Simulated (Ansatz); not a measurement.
# What CsSnH3 (model cell, started as cubic perovskite with Sn in the octahedra) distorts into, part 3 of 3

Wanted: the energy along a soft mode of CsSnH3 (model cell, started as cubic perovskite with Sn in the octahedra) and the structure at the end.

Ansatz 0.2.0; DFT PBEsol, scalar-relativistic, plane waves, PAW.

So far. Step 5 (Energy along the mode, all amplitudes (two of the runs …): The lowest of the steps tried is at 0.32 Å, 53.8 meV/atom below the parent; the bottom of the well need not coincide with a step. Step 7 (The new phase in its own primitive cell): The largest force component left is 0.21 meV/Å and the pressure is 0.000 GPa, within the tolerances set. The cell now holds 19.51 Å³/atom. The relaxed cell has a, b, c = 4.235, 6.810, 6.767 Å (conventional setting).

The structure was built from a prototype and need not be the compound's stable phase.

In doubt: the program warns that the response may not be converged on this k-mesh, which bears on the force constants and all frequencies.

### 8. Modes of the new phase, k-mesh 6×6×6, occupations fixed

A relaxed structure may still be a saddle point, so its zone-centre modes are computed. The response to a homogeneous field gives the Born charges and the dielectric tensor.

File input.yaml:

```yaml
crystal:
  lattice:
    - [4.2348808588, 0.0, 0.0]
    - [0.0, 3.4048074154, 3.3835638301]
    - [0.0, -3.4048074154, 3.3835638301]
  atoms:
    - { symbol: Cs, position: [0.0, 0.0194408261, 0.0194408261] }
    - { symbol: Sn, position: [0.5, 0.498806291, 0.498806291] }
    - { symbol: H, position: [0.5, 0.4969144139, 0.8785966026] }
    - { symbol: H, position: [0.5, 0.8785966026, 0.4969144139] }
    - { symbol: H, position: [0.0, 0.5396907785, 0.5396907785] }
kpoints:
  mp_grid: { grid: [6, 6, 6] }
hamiltonian:
  xc: pbesol
scf:
  occupations: { method: fixed }
output:
  eigenvalues: true
phonons:
  method: dfpt
  dielectric: true
  rigid_motions: translations
```

Run with:

```console
$ ansatz run input.yaml --threads 8 --pin off --max-ram 14336MiB --backend cpu --events-out ev --progress --plain --runs-dir out
```

Numbers of over 12 decimals in the logs are rounded to 6 here.

The log of the run:

```text
[...]
Crystal: 5 atoms, lattice volume = 97.575 Å³
Basis set: ecut = 420 eV, 1895 PW (Γ), exchange–correlation on 60×72×72 points (8 copies of the dense FFT grid, shifted against one another)
Bands: 18, of which v1, the nominal top of the filled ones, is band 13 counted from 1 (12 counted from 0)
Symmetry: 4 space group operations
k-points: 112 of 216 (irreducible under 1 space group operation, time reversal used)
[...]
SCF iter   1: F=—  HF=-11582.799749 eV  |F-HF|=—  |Δ(HF+E_count)|=         —  Δρ=6.26e-3  dr2=4.12e-2  ethr=1.77e-3  ⟨swp⟩=5.0  Hψ=9024  notcnv=0  defer=329
[...]
SCF iter   9: F=-11582.784885 eV  HF=-11582.784885 eV  |F-HF|=7.28e-12  |Δ(HF+E_count)|=  4.04e-10  Δρ=1.15e-7  dr2=2.04e-11  ethr=1.00e-12  ⟨swp⟩=13.4  Hψ=14661  notcnv=0
SCF 1 converged in 9 iterations: F = -11582.784885 eV  dr2 = 2.04e-11
[...]
NSCF: frozen V_eff on 2 k-points
DFPT response loops at Γ: preconditioner auto → Resta (q_TF=auto, 2.189 Å⁻¹)  ε∞=9.8 (no band partly filled); β = 1.00, the filter's whole step (`scf.mixing.beta` (0.50) is not read by the response loops at its default; to damp them type it under 1.00, their step now; it binds the ground state too); Broyden in place of MSR1
── the response to a field inside a basis, on 14×10×10 k-points: an SCF that follows is theirs, and a resumed run solves both again ──
Bands: 14, of which v1, the nominal top of the filled ones, is band 13 counted from 1 (12 counted from 0)
k-points: 210
[...]
Eigensolver: Dense (210 Hₖ)
SCF iter   1: F=—  HF=-11582.801243 eV  |F-HF|=—  |Δ(HF+E_count)|=         —  Δρ=7.20e-4  dr2=5.24e-4  ethr=1.00e-1
[...]
SCF iter   5: F=-11582.801096 eV  HF=-11582.801096 eV  |F-HF|=8.14e-9  |Δ(HF+E_count)|=   7.19e-9  Δρ=2.89e-6  dr2=1.13e-8  ethr=4.47e-10
SCF 1 converged in 5 iterations: F = -11582.801096 eV  dr2 = 1.13e-8
[...]
WARN: field response: inside a basis, on 14×10×10 points, no mesh in reach settles it: take ε∞, Z* and everything formed from them with what they may err, as stated (eps_inf_uncertainty, zstar_uncertainty_e), and compare with field_mesh: kpoints on a denser kpoints.mp_grid
WARN: field response: ε∞ stands inside a basis, on 14×10×10 points; the force constants stand on the 6×6×6 k-mesh, whose period is 7.70 times the interband length at k = (0.0000, 0.3333, -0.3333), direct gap 1.341 eV, under 14: take them and everything formed from them as unconverged, and compare with a denser kpoints.mp_grid
SCF converged after 9 iterations
Free energy (F): -11582.784885 eV
[...]
Internal energy: -11582.784885 eV  (E = F + TS)
E sigma→0 (E₀):  -11582.784885 eV
Fermi energy:    5.960809 eV
[...]
--- Band table (eV; the first three rows and the last of 112) ---
  k-point 0: bands = [... 9 lower, -3.0861, 2.7900, 3.7482, 5.7002, 6.5901, 7.1922, 8.4457, 9.7527, ... 1 higher]
  k-point 1: bands = [... 9 lower, -2.7042, 2.4628, 3.5947, 5.5871, 6.9120, 7.1293, 9.0670, 9.6242, ... 1 higher]
  k-point 2: bands = [... 9 lower, -2.1848, 1.7038, 3.4974, 5.5301, 7.0003, 7.5748, 8.7778, 10.6622, ... 1 higher]
  k-point 111: bands = [... 9 lower, -1.5323, 0.9731, 1.3241, 2.3973, 10.0186, 10.0475, 10.8026, 11.4899, ... 1 higher]
--- Phonons (Γ-DFPT): 12 representative perturbations + reference, on 112 of 216 k-points (Σ response iterations 39) ---
  k mesh reduced under 1 symmetry operation, with k and −k counted as one. Each operation leaves every solved perturbation unchanged. A smaller set is not considered because the run solves the response to a homogeneous field
  ASR residual: 7.980e-5 → 0.000e0 eV/Å²; symmetrization residual: 7.688e-7 eV/Å²
  ASR residual per site (eV/Å²): 2.50e-5 7.98e-5 3.87e-6 3.87e-6 7.94e-5
[...]
ε∞ (high-frequency dielectric tensor):
       16.301824     0.000000     0.000000
        0.000000     6.560962     0.000000
        0.000000     0.000000     6.175517
  softest optical mode at Γ: -854.88 cm⁻¹; the repairs (sum rule, projections) moved no ω² at Γ by more than (4.95 cm⁻¹)²
  Born effective charges Z* (e; rows j = field, columns β = displacement):
    site 0:
         1.24457    0.00000    0.00000
         0.00000    1.57651    0.00000
         0.00000    0.00000    1.28515
    site 1:
         6.55841    0.00000    0.00000
         0.00000    0.19905    0.00000
         0.00000    0.00000    1.00798
    site 2:
        -0.89744    0.00000    0.00000
         0.00000   -0.67714    0.59212
         0.00000    0.24716   -0.88567
    site 3:
        -0.89744   -0.00000    0.00000
         0.00000   -0.67714   -0.59212
         0.00000   -0.24716   -0.88567
    site 4:
        -6.00810    0.00000    0.00000
         0.00000   -0.42128    0.00000
         0.00000    0.00000   -0.52179
  Z* charge neutrality: 2.959e-2 e pre-enforcement
  solved inside a basis spanned on kpoints, on 14×10×10 k-points transformed towards the longest dipole, which do not settle them: ε∞ is read to err by 2.0e0, Z* by 2.9e0 e (field_mesh: kpoints solves on kpoints); Z* is corrected for what the basis lacks
  optical modes at Γ without the LO–TO term, one row a degenerate level:
      ω (cm⁻¹)  modes    IR ((D/Å)²/amu)
       -854.88      1           868.5381
         43.87      1             0.9554
         62.38      1             0.6215
         67.72      1             0.6728
        274.47      1             0.1948
        567.05      1             3.8230
        571.82      1             4.9038
        579.67      1             0.0000
        628.06      1             2.5189
        679.41      1            13.0504
       1404.39      1            36.5657
       1409.21      1            26.7916
  optical modes at Γ + LO–TO along q̂ = [1.0000, 0.0000, 0.0000]:
      ω (cm⁻¹)  modes    IR ((D/Å)²/amu)
         43.87      1             0.9554
         49.54      1             1.8401
         67.72      1             0.6728
        274.47      1             0.1948
        567.05      1             3.8230
        571.82      1             4.9038
        579.67      1             0.0000
        592.81      1           263.9965
        679.41      1            13.0504
        694.59      1           605.8419
[...]
optical modes at Γ + LO–TO along q̂ = [0.0000, 1.0000, 0.0000]:
      ω (cm⁻¹)  modes    IR ((D/Å)²/amu)
[...]
optical modes at Γ + LO–TO along q̂ = [0.0000, 0.0000, 1.0000]:
      ω (cm⁻¹)  modes    IR ((D/Å)²/amu)
       -854.88      1           868.5381
         43.87      1             0.9554
         62.38      1             0.6215
         81.02      1             0.4641
        274.47      1             0.1948
        567.05      1             3.8230
        579.67      1             0.0000
        582.35      1             2.3433
        628.06      1             2.5189
        713.79      1            13.6424
       1404.39      1            36.5657
       1443.81      1            28.9687
```

It took 55 s on 8 threads of Arm Neoverse V2, shared host; peak memory 1.4 GiB; 6.7 min of CPU time.

This step gave:

| Item | Value |
| --- | --- |
| sum-rule residual before enforcement | 7.98e-5 eV/Å² |
| miss of the charge sum rule | 0.02959 e |
| estimated error of the dielectric tensor | 1.989 |
| estimated error of the Born charges | 2.869 e |
| point group | mm2 |
| highest optical mode at the zone centre (no LO-TO term) | 1409 cm⁻¹ |
| lowest optical zone-centre mode | -854.9 cm⁻¹ |
| mean high-frequency dielectric constant | 9.679 |
| largest Born charge (third of the trace) | 2.588 e |
| top of the zone-centre spectrum with the field | 1448 cm⁻¹ |

Patterns of degenerate modes are one choice out of their space. The modes at Γ (shares of kinetic energy by element, %) (negative means imaginary):

```csv
mode,frequency (cm⁻¹),symmetry,Cs %,Sn %,H %
1,-854.9,B1,0,1,99
2,0.0,acoustic,52,47,1
3,0.0,acoustic,52,47,1
4,0.0,acoustic,52,47,1
5,43.9,B2,47,51,1
6,62.4,B1,48,51,1
7,67.7,A1,48,51,2
8,274.5,B2,0,0,100
9,567.0,B2,0,1,99
10,571.8,A1,0,1,99
11,579.7,A2,0,0,100
12,628.1,B1,0,1,99
13,679.4,A1,0,1,99
14,1404.4,B2,0,1,99
15,1409.2,A1,0,1,99
```

Displacements in mode 1 (-854.9 cm⁻¹), the largest set to 1:
```
Cs1  0.00  0.00  0.00
Sn2 -0.01  0.00  0.00
H3   0.19  0.00  0.00
H4   0.19  0.00  0.00
H5   1.00  0.00  0.00
```

Displacements in mode 6 (62.4 cm⁻¹), the largest set to 1:
```
Cs1 -0.85  0.00  0.00
Sn2  0.93  0.00  0.00
H3   0.78  0.00  0.00
H4   0.78  0.00  0.00
H5   1.00  0.00  0.00
```

High-frequency dielectric tensor, which the program warns is not settled by the k meshes in reach. Tensor:

```csv
,x,y,z
x,16.3,0,0
y,0,6.561,0
z,0,0,6.176
```

Optical modes at the zone centre, without and with the macroscopic field of the longitudinal modes; each column is sorted by frequency, so a row need not hold one and the same mode. Modes with and without the field, by row:

```csv
rank among optical modes,no field (cm⁻¹),"q along (1, 0, 0) (cm⁻¹)","q along (0, 1, 0) (cm⁻¹)","q along (0, 0, 1) (cm⁻¹)"
1,-854.9,43.9,-854.9,-854.9
2,43.9,49.5,62.4,43.9
3,62.4,67.7,67.7,62.4
4,67.7,274.5,69.2,81
5,274.5,567,275.6,274.5
6,567,571.8,571.8,567
7,571.8,579.7,577.5,579.7
8,579.7,592.8,579.7,582.4
9,628.1,679.4,628.1,628.1
10,679.4,694.6,679.4,713.8
11,1404,1404,1409,1404
12,1409,1409,1448,1444
```

Born charge (rows field, columns displacement) (e), principal values of the symmetric part by kind of site:

```csv
atom,atoms with these values,low,middle,high,mean
Cs1,1,1.24,1.29,1.58,1.37
Sn2,1,0.20,1.01,6.56,2.59
H3,2,-1.21,-0.90,-0.35,-0.82
H5,1,-6.01,-0.52,-0.42,-2.32
```

In full for H5:

```
-6.01  0.00  0.00
 0.00 -0.42  0.00
 0.00  0.00 -0.52
```

Transverse modes; imaginary modes are left out. Infrared lines, with heights relative to the strongest:

```csv
position (cm⁻¹),label,relative intensity
44,B2,2.6
62,B1,1.7
68,A1,1.8
274,B2,0.5
567,B2,10
572,A1,13
580,A2,0.0
628,B1,6.9
679,A1,36
1404,B2,100
1409,A1,73
```

Before it was imposed, the acoustic sum rule was missed by 8.0e-5 eV/Å² and the charge sum rule by 0.030 e. Small misses are needed for a sound result but don't prove that mesh and cutoff are converged. The lowest optical mode is imaginary, 854.9i cm⁻¹, so the energy falls along it.

The log warns of the k mesh: “the force constants stand on the 6×6×6 k-mesh, whose period is 7.70 times the interband length at k = (0.0000, 0.3333, -0.3333), direct gap 1.341 eV, under 14: take them and everything formed from them as unconverged”.

### 9. Outcome

| Property | Result |
| --- | --- |
| unstable mode of the parent | q = (0, 0, 0), 1375i cm⁻¹ |
| depth at the lowest point sampled | 53.8 meV/atom |
| largest atomic shift at that point | 0.32 Å |
| space group reached (within 0.01 Å) | Amm2 |
| energy gained over the parent (first relaxation, on the mesh of the frozen mode) | 96.0 meV/atom |
| volume per atom, phase reached | 19.5 Å³ |
| gap on the k-mesh, phase reached | 0.629 eV |
| lowest optical zone-centre mode, phase reached | -855 cm⁻¹ |
| highest optical mode at the zone centre (no LO-TO term), phase reached | 1409 cm⁻¹ |

**Reading.** Along this mode the structure falls into Amm2, 96.0 meV/atom below the parent. At the parent's cell the well is 53.77 meV/atom deep on the steps tried, with its lowest point at a shift of 0.32 Å. Relaxing atoms and cell changes the gain by +42.22 meV/atom against the lowest step (energies at zero smearing). The new phase still has an imaginary mode at the zone centre of its cell, so it is a saddle point on the way to a lower structure. Of the 5 patterns followed to their end from this parent, this one ends 19.5 meV/atom above the lowest, R3m. Each path keeps the symmetry of its pattern, so a lower phase may lie along a pattern not tried. With the field response the log warns that the k mesh is coarse for the force constants too, so the frequencies may not be converged. With no gap, or one that is small against the smearing, the frequencies hang on the k mesh and the smearing, most of all near Kohn anomalies. In at least one run the field response is not settled by the k meshes in reach, so its dielectric tensor, Born charges and longitudinal modes are rough. The volume moved by more than a tenth on the k mesh of the start, so the energy gain is rough. Spin-orbit coupling is left out, which can matter for the heavy elements here. A phonon run warned that its eigensolver left some bands unconverged in a pass. The starting cell was built on a prototype and not taken from a measurement, so the phase need not exist.

[Logs are printed without paths, hosts, clocks, repeated set-up lines and the standing remarks that a program may print on its own settings, such as how far it seeks lower states.]

[Hosts, paths, dates, database ids (printed as entryN), source tags and the programs' standing remarks are cut or masked in the printed files.]
